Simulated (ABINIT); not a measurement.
## CaO (Fm-3m): G0W0 in ABINIT against the wavefunction cutoff in GW

Aim: move the wavefunction cutoff in GW of a G0W0 run on CaO (Fm-3m) over a wide range.

Main program and level: ABINIT 10.8.3; PBE and many-body steps on it, plane waves.

Report form: the programs' logs are mostly left out.

## 1. The structure

Symmetry: Fm-3m, No. 225, cubic system. The conventional cell has a = 4.807 Å, b = 4.807 Å, c = 4.807 Å, α = 90.00°, β = 90.00°, γ = 90.00°. Nearest to Ca lie 6 O at 2.40 Å. O has 6 Ca at 2.40 Å nearest. Farther neighbours and most contacts between anions are not listed.

The cell and positions are those that the Materials Project relaxed with its own functionals (PBE, PBE+U or r2SCAN), kept fixed.

## 2. Screening, 4×4×4 mesh, 28 bands, screening to 130.6 eV

This step: ABINIT 10.8.3; RPA screening on PBE, plane waves, norm-conserving pseudopotentials.

The RPA dielectric matrix is built and inverted for each q.

Input file run.abi:

```
acell 3*1.0 Angstrom
rprim 
  -0.000000000000 2.403555696000 2.403555696000
  2.403555696000 -0.000000000000 2.403555696000
  2.403555696000 2.403555696000 -0.000000000000
ntypat 2
znucl 20 8
natom 2
typat 1 2
xred 
  0.000000000000 0.000000000000 0.000000000000
  0.500000000000 0.500000000000 0.500000000000
pp_dirpath "pseudos"
pseudos "Ca.upf, O.upf"
ecut 36
ngkpt 4 4 4
nshiftk 1
shiftk 0 0 0
kptopt 1
chksymbreak 0
istwfk *1
occopt 1
irdwfk 1
optdriver 3
nband 28
ecuteps 4.8
inclvkb 2
awtr 1
symchi 1
ecutwfn 10.8
indata_prefix "in"
outdata_prefix "out"
tmpdata_prefix "tmp"
```

Started as:

```bash
$ OMP_NUM_THREADS=1 mpirun -n 4 abinit run.abi > log
```

Run time: 2.2 s. Hardware: 4 MPI ranks of Arm Neoverse V2, shared host; peak memory 0.07 GiB; 8.4 s of CPU time.

This step gave:

```
ε∞ with local fields, on this mesh, along the program's q direction : 3.838
the same without local fields                                       : 4.202
plasma frequency                                                    : 28.10 eV
plane waves in the screening matrix                                 : 113
```

Local fields lower ε∞ by 9 %. On a Γ-centred mesh this coarse the value itself is usually too large, while a short band sum pulls it down.

## 3. 10.8 Ha

This step: G0W0 on PBE, plane waves, norm-conserving pseudopotentials.

run.abi, as its differences from that of step 2:

```diff
@@ -23,8 +23,17 @@
 irdwfk 1
-optdriver 3
+optdriver 4
 nband 28
+gwcalctyp 0
+ecutsigx 10.8
+symsigma 1
+nkptgw 2
+kptgw 
+  0.0000000000 0.0000000000 0.0000000000
+  0.5000000000 0.5000000000 0.0000000000
+bdgw 
+  6 12
+  7 10
 ecuteps 4.8
-inclvkb 2
-awtr 1
-symchi 1
+irdscr 1
+ppmodel 1
 ecutwfn 10.8
```

It took 2.2 s on 4 MPI ranks; peak memory 0.08 GiB.

Numbers from this step:

```yaml
g0w0_gap_on_the_points_computed: 5.55 eV
starting_gap_on_the_mesh: 3.662 eV
k_of_the_valence_top: 0, 0, 0
k_of_the_conduction_bottom: 0.5, 0.5, 0
z_at_the_valence_top: 0.801
z_at_the_conduction_bottom: 0.855
least_direct_g0w0_gap_on_the_computed_points: 5.805 eV
```

## 4. Screening, 4×4×4 mesh, 28 bands, screening to 130.6 eV

This step: RPA screening on PBE, plane waves, norm-conserving pseudopotentials.

run.abi, as its differences from that of step 3:

```diff
@@ -23,18 +23,9 @@
 irdwfk 1
-optdriver 4
+optdriver 3
 nband 28
-gwcalctyp 0
-ecutsigx 10.8
-symsigma 1
-nkptgw 2
-kptgw 
-  0.0000000000 0.0000000000 0.0000000000
-  0.5000000000 0.5000000000 0.0000000000
-bdgw 
-  6 12
-  7 10
 ecuteps 4.8
-irdscr 1
-ppmodel 1
-ecutwfn 10.8
+inclvkb 2
+awtr 1
+symchi 1
+ecutwfn 18
 indata_prefix "in"
```

Run time: 2.5 s. Hardware: 4 MPI ranks; peak memory 0.08 GiB; 9.6 s of CPU time.

Numbers from this step:

```yaml
eps_infinity_with_local_fields_on_this_mesh_along_the_program_s_q_direction: 3.688
the_same_without_local_fields: 4.035
plasma_frequency: 28.18 eV
plane_waves_in_the_screening_matrix: 113
```

## 5. 18 Ha

The self-energy is evaluated for the states that the input lists, and the levels follow from it, in one-shot runs by the linearised quasiparticle equation.

This step: G0W0 on PBE, plane waves, norm-conserving pseudopotentials.

run.abi, as its differences from that of step 4:

```diff
@@ -23,8 +23,17 @@
 irdwfk 1
-optdriver 3
+optdriver 4
 nband 28
+gwcalctyp 0
+ecutsigx 18
+symsigma 1
+nkptgw 2
+kptgw 
+  0.0000000000 0.0000000000 0.0000000000
+  0.5000000000 0.5000000000 0.0000000000
+bdgw 
+  6 12
+  7 10
 ecuteps 4.8
-inclvkb 2
-awtr 1
-symchi 1
+irdscr 1
+ppmodel 1
 ecutwfn 18
```

Run time: 2.3 s. Hardware: 4 MPI ranks; peak memory 0.09 GiB; 8.6 s of CPU time.

This step gave:

```yaml
g0w0_gap_on_the_points_computed: 5.732 eV
starting_gap_on_the_mesh: 3.662 eV
k_of_the_valence_top: 0, 0, 0
k_of_the_conduction_bottom: 0.5, 0.5, 0
z_at_the_valence_top: 0.791
z_at_the_conduction_bottom: 0.853
least_direct_g0w0_gap_on_the_computed_points: 5.999 eV
```

The gap on the mesh goes from 3.66 eV to 5.73 eV, a correction of +2.07 eV.

## 6. Screening, 4×4×4 mesh, 28 bands, screening to 130.6 eV

This step: RPA screening on PBE, plane waves, norm-conserving pseudopotentials.

run.abi, as its differences from that of step 5:

```diff
@@ -23,18 +23,9 @@
 irdwfk 1
-optdriver 4
+optdriver 3
 nband 28
-gwcalctyp 0
-ecutsigx 18
-symsigma 1
-nkptgw 2
-kptgw 
-  0.0000000000 0.0000000000 0.0000000000
-  0.5000000000 0.5000000000 0.0000000000
-bdgw 
-  6 12
-  7 10
 ecuteps 4.8
-irdscr 1
-ppmodel 1
-ecutwfn 18
+inclvkb 2
+awtr 1
+symchi 1
+ecutwfn 27
 indata_prefix "in"
```

Elapsed: 3.4 s, on 4 MPI ranks; peak memory 0.37 GiB; 13 s of CPU time.

This step gave:

- ε∞ with local fields, on this mesh, along the program's q direction: 3.657
- the same without local fields: 4.001
- plasma frequency: 28.18 eV
- plane waves in the screening matrix: 113

## 7. 27 Ha

This step: G0W0 on PBE, plane waves, norm-conserving pseudopotentials.

run.abi, as its differences from that of step 6:

```diff
@@ -23,8 +23,17 @@
 irdwfk 1
-optdriver 3
+optdriver 4
 nband 28
+gwcalctyp 0
+ecutsigx 27
+symsigma 1
+nkptgw 2
+kptgw 
+  0.0000000000 0.0000000000 0.0000000000
+  0.5000000000 0.5000000000 0.0000000000
+bdgw 
+  6 12
+  7 10
 ecuteps 4.8
-inclvkb 2
-awtr 1
-symchi 1
+irdscr 1
+ppmodel 1
 ecutwfn 27
```

It took 2.5 s on 4 MPI ranks; peak memory 0.1 GiB; 9.5 s of CPU time.

Numbers from this step:

* G0W0 gap on the points computed: 5.787 eV
* starting gap on the mesh: 3.662 eV
* k of the valence top: 0, 0, 0
* k of the conduction bottom: 0.5, 0.5, 0
* least direct G0W0 gap on the computed points: 6.069 eV

Against the run before, the gap moves by +0.055 eV.

## 8. Screening, 4×4×4 mesh, 28 bands, screening to 130.6 eV

This step: RPA screening on PBE, plane waves, norm-conserving pseudopotentials.

run.abi, as its differences from that of step 7:

```diff
@@ -23,18 +23,8 @@
 irdwfk 1
-optdriver 4
+optdriver 3
 nband 28
-gwcalctyp 0
-ecutsigx 27
-symsigma 1
-nkptgw 2
-kptgw 
-  0.0000000000 0.0000000000 0.0000000000
-  0.5000000000 0.5000000000 0.0000000000
-bdgw 
-  6 12
-  7 10
 ecuteps 4.8
-irdscr 1
-ppmodel 1
-ecutwfn 27
+inclvkb 2
+awtr 1
+symchi 1
 indata_prefix "in"
```

Wall time 3.6 s (4 MPI ranks); peak memory 0.39 GiB.

This step gave:

```
ε∞ with local fields, on this mesh, along the program's q direction : 3.655
the same without local fields                                       : 3.999
plasma frequency                                                    : 28.19 eV
plane waves in the screening matrix                                 : 113
```

## 9. 36 Ha

This step: G0W0 on PBE, plane waves, norm-conserving pseudopotentials.

run.abi, as its differences from that of step 8:

```diff
@@ -23,8 +23,17 @@
 irdwfk 1
-optdriver 3
+optdriver 4
 nband 28
+gwcalctyp 0
+ecutsigx 36
+symsigma 1
+nkptgw 2
+kptgw 
+  0.0000000000 0.0000000000 0.0000000000
+  0.5000000000 0.5000000000 0.0000000000
+bdgw 
+  6 12
+  7 10
 ecuteps 4.8
-inclvkb 2
-awtr 1
-symchi 1
+irdscr 1
+ppmodel 1
 indata_prefix "in"
```

The job ended after 2.7 s (4 MPI ranks; peak memory 0.13 GiB).

This step gave:

| Property | Result |
| --- | --- |
| G0W0 gap on the points computed | 5.802 eV |
| starting gap on the mesh | 3.662 eV |
| k of the valence top | 0, 0, 0 |
| k of the conduction bottom | 0.5, 0.5, 0 |
| least direct G0W0 gap on the computed points | 6.085 eV |

Against the run before, the gap moves by +0.015 eV.

## 10. The runs together

Times are wall times on 4 MPI ranks of Arm Neoverse V2, shared host, good to a factor of about two. A run's time includes the screening step that it read.

| run | mesh | bands | screening cutoff (eV) | DFT gap (eV) | gap on the mesh (eV) | direct (eV) | ε∞ used | time |
| --- | --- | --- | --- | --- | --- | --- | --- | --- |
| 10.8 Ha | 4×4×4 | 28 | 130.6 | 3.662 | 5.550 | 5.805 | 3.84 | 4.4 s |
| 18 Ha | 4×4×4 | 28 | 130.6 | 3.662 | 5.732 | 5.999 | 3.69 | 4.8 s |
| 27 Ha | 4×4×4 | 28 | 130.6 | 3.662 | 5.787 | 6.069 | 3.66 | 5.9 s |
| 36 Ha | 4×4×4 | 28 | 130.6 | 3.662 | 5.802 | 6.085 | 3.65 | 6.4 s |

## 11. What came out

* 10.8 Ha: 5.550 eV
* 18 Ha: 5.732 eV
* 27 Ha: 5.787 eV
* 36 Ha: 5.802 eV
* known limits: not at the basis limit; coarse k mesh

In words: The setting moved: wavefunction cutoff in GW. From 10.8 Ha to 36 Ha the gap moves by +0.25 eV. The last step still moves it by +0.015 eV. Bands and screening cutoff are coupled, so a series along one setting does not show full convergence. The exchange cutoff follows the wavefunction cutoff here. Bands and cutoff are finite, so the gap is not at the basis limit. The miss can reach some tenths of an eV and take either sign; the mesh is an error of its own. In the first G0W0 run levels were corrected at 2 k points alone, so a gap called «on the mesh» is the least over those, and an edge elsewhere would be missed. The 4×4×4 mesh is coarse for this cell, which bears on the long-range parts of exchange and screening.

[Paths, hosts, dates, memory and timing lines, banners, echoed tables and standing remarks are left out of the program output.]

[Logs are printed without paths, hosts, clocks, repeated set-up lines and the standing remarks that a program may print on its own settings, such as how far it seeks lower states.]

[Runs of the session that timed out or met a known fault of the program may be left out.]

[No measured gap is set beside runs whose start may be inverted or whose files or cutoffs have a known fault.]

[Hosts, paths, dates, database ids (printed as entryN), source tags and the programs' standing remarks are cut or masked in the printed files.]

[G0W0 gaps are taken among the corrected bands and points alone; a level outside them can change the order at an edge.]

[Where Ansatz stands beside ABINIT at settings called matched, ABINIT's density can come from a denser mesh and the files from another edition; pairs whose starting gaps differed by over 0.03 eV were left out, so agreement reads better than it is.]
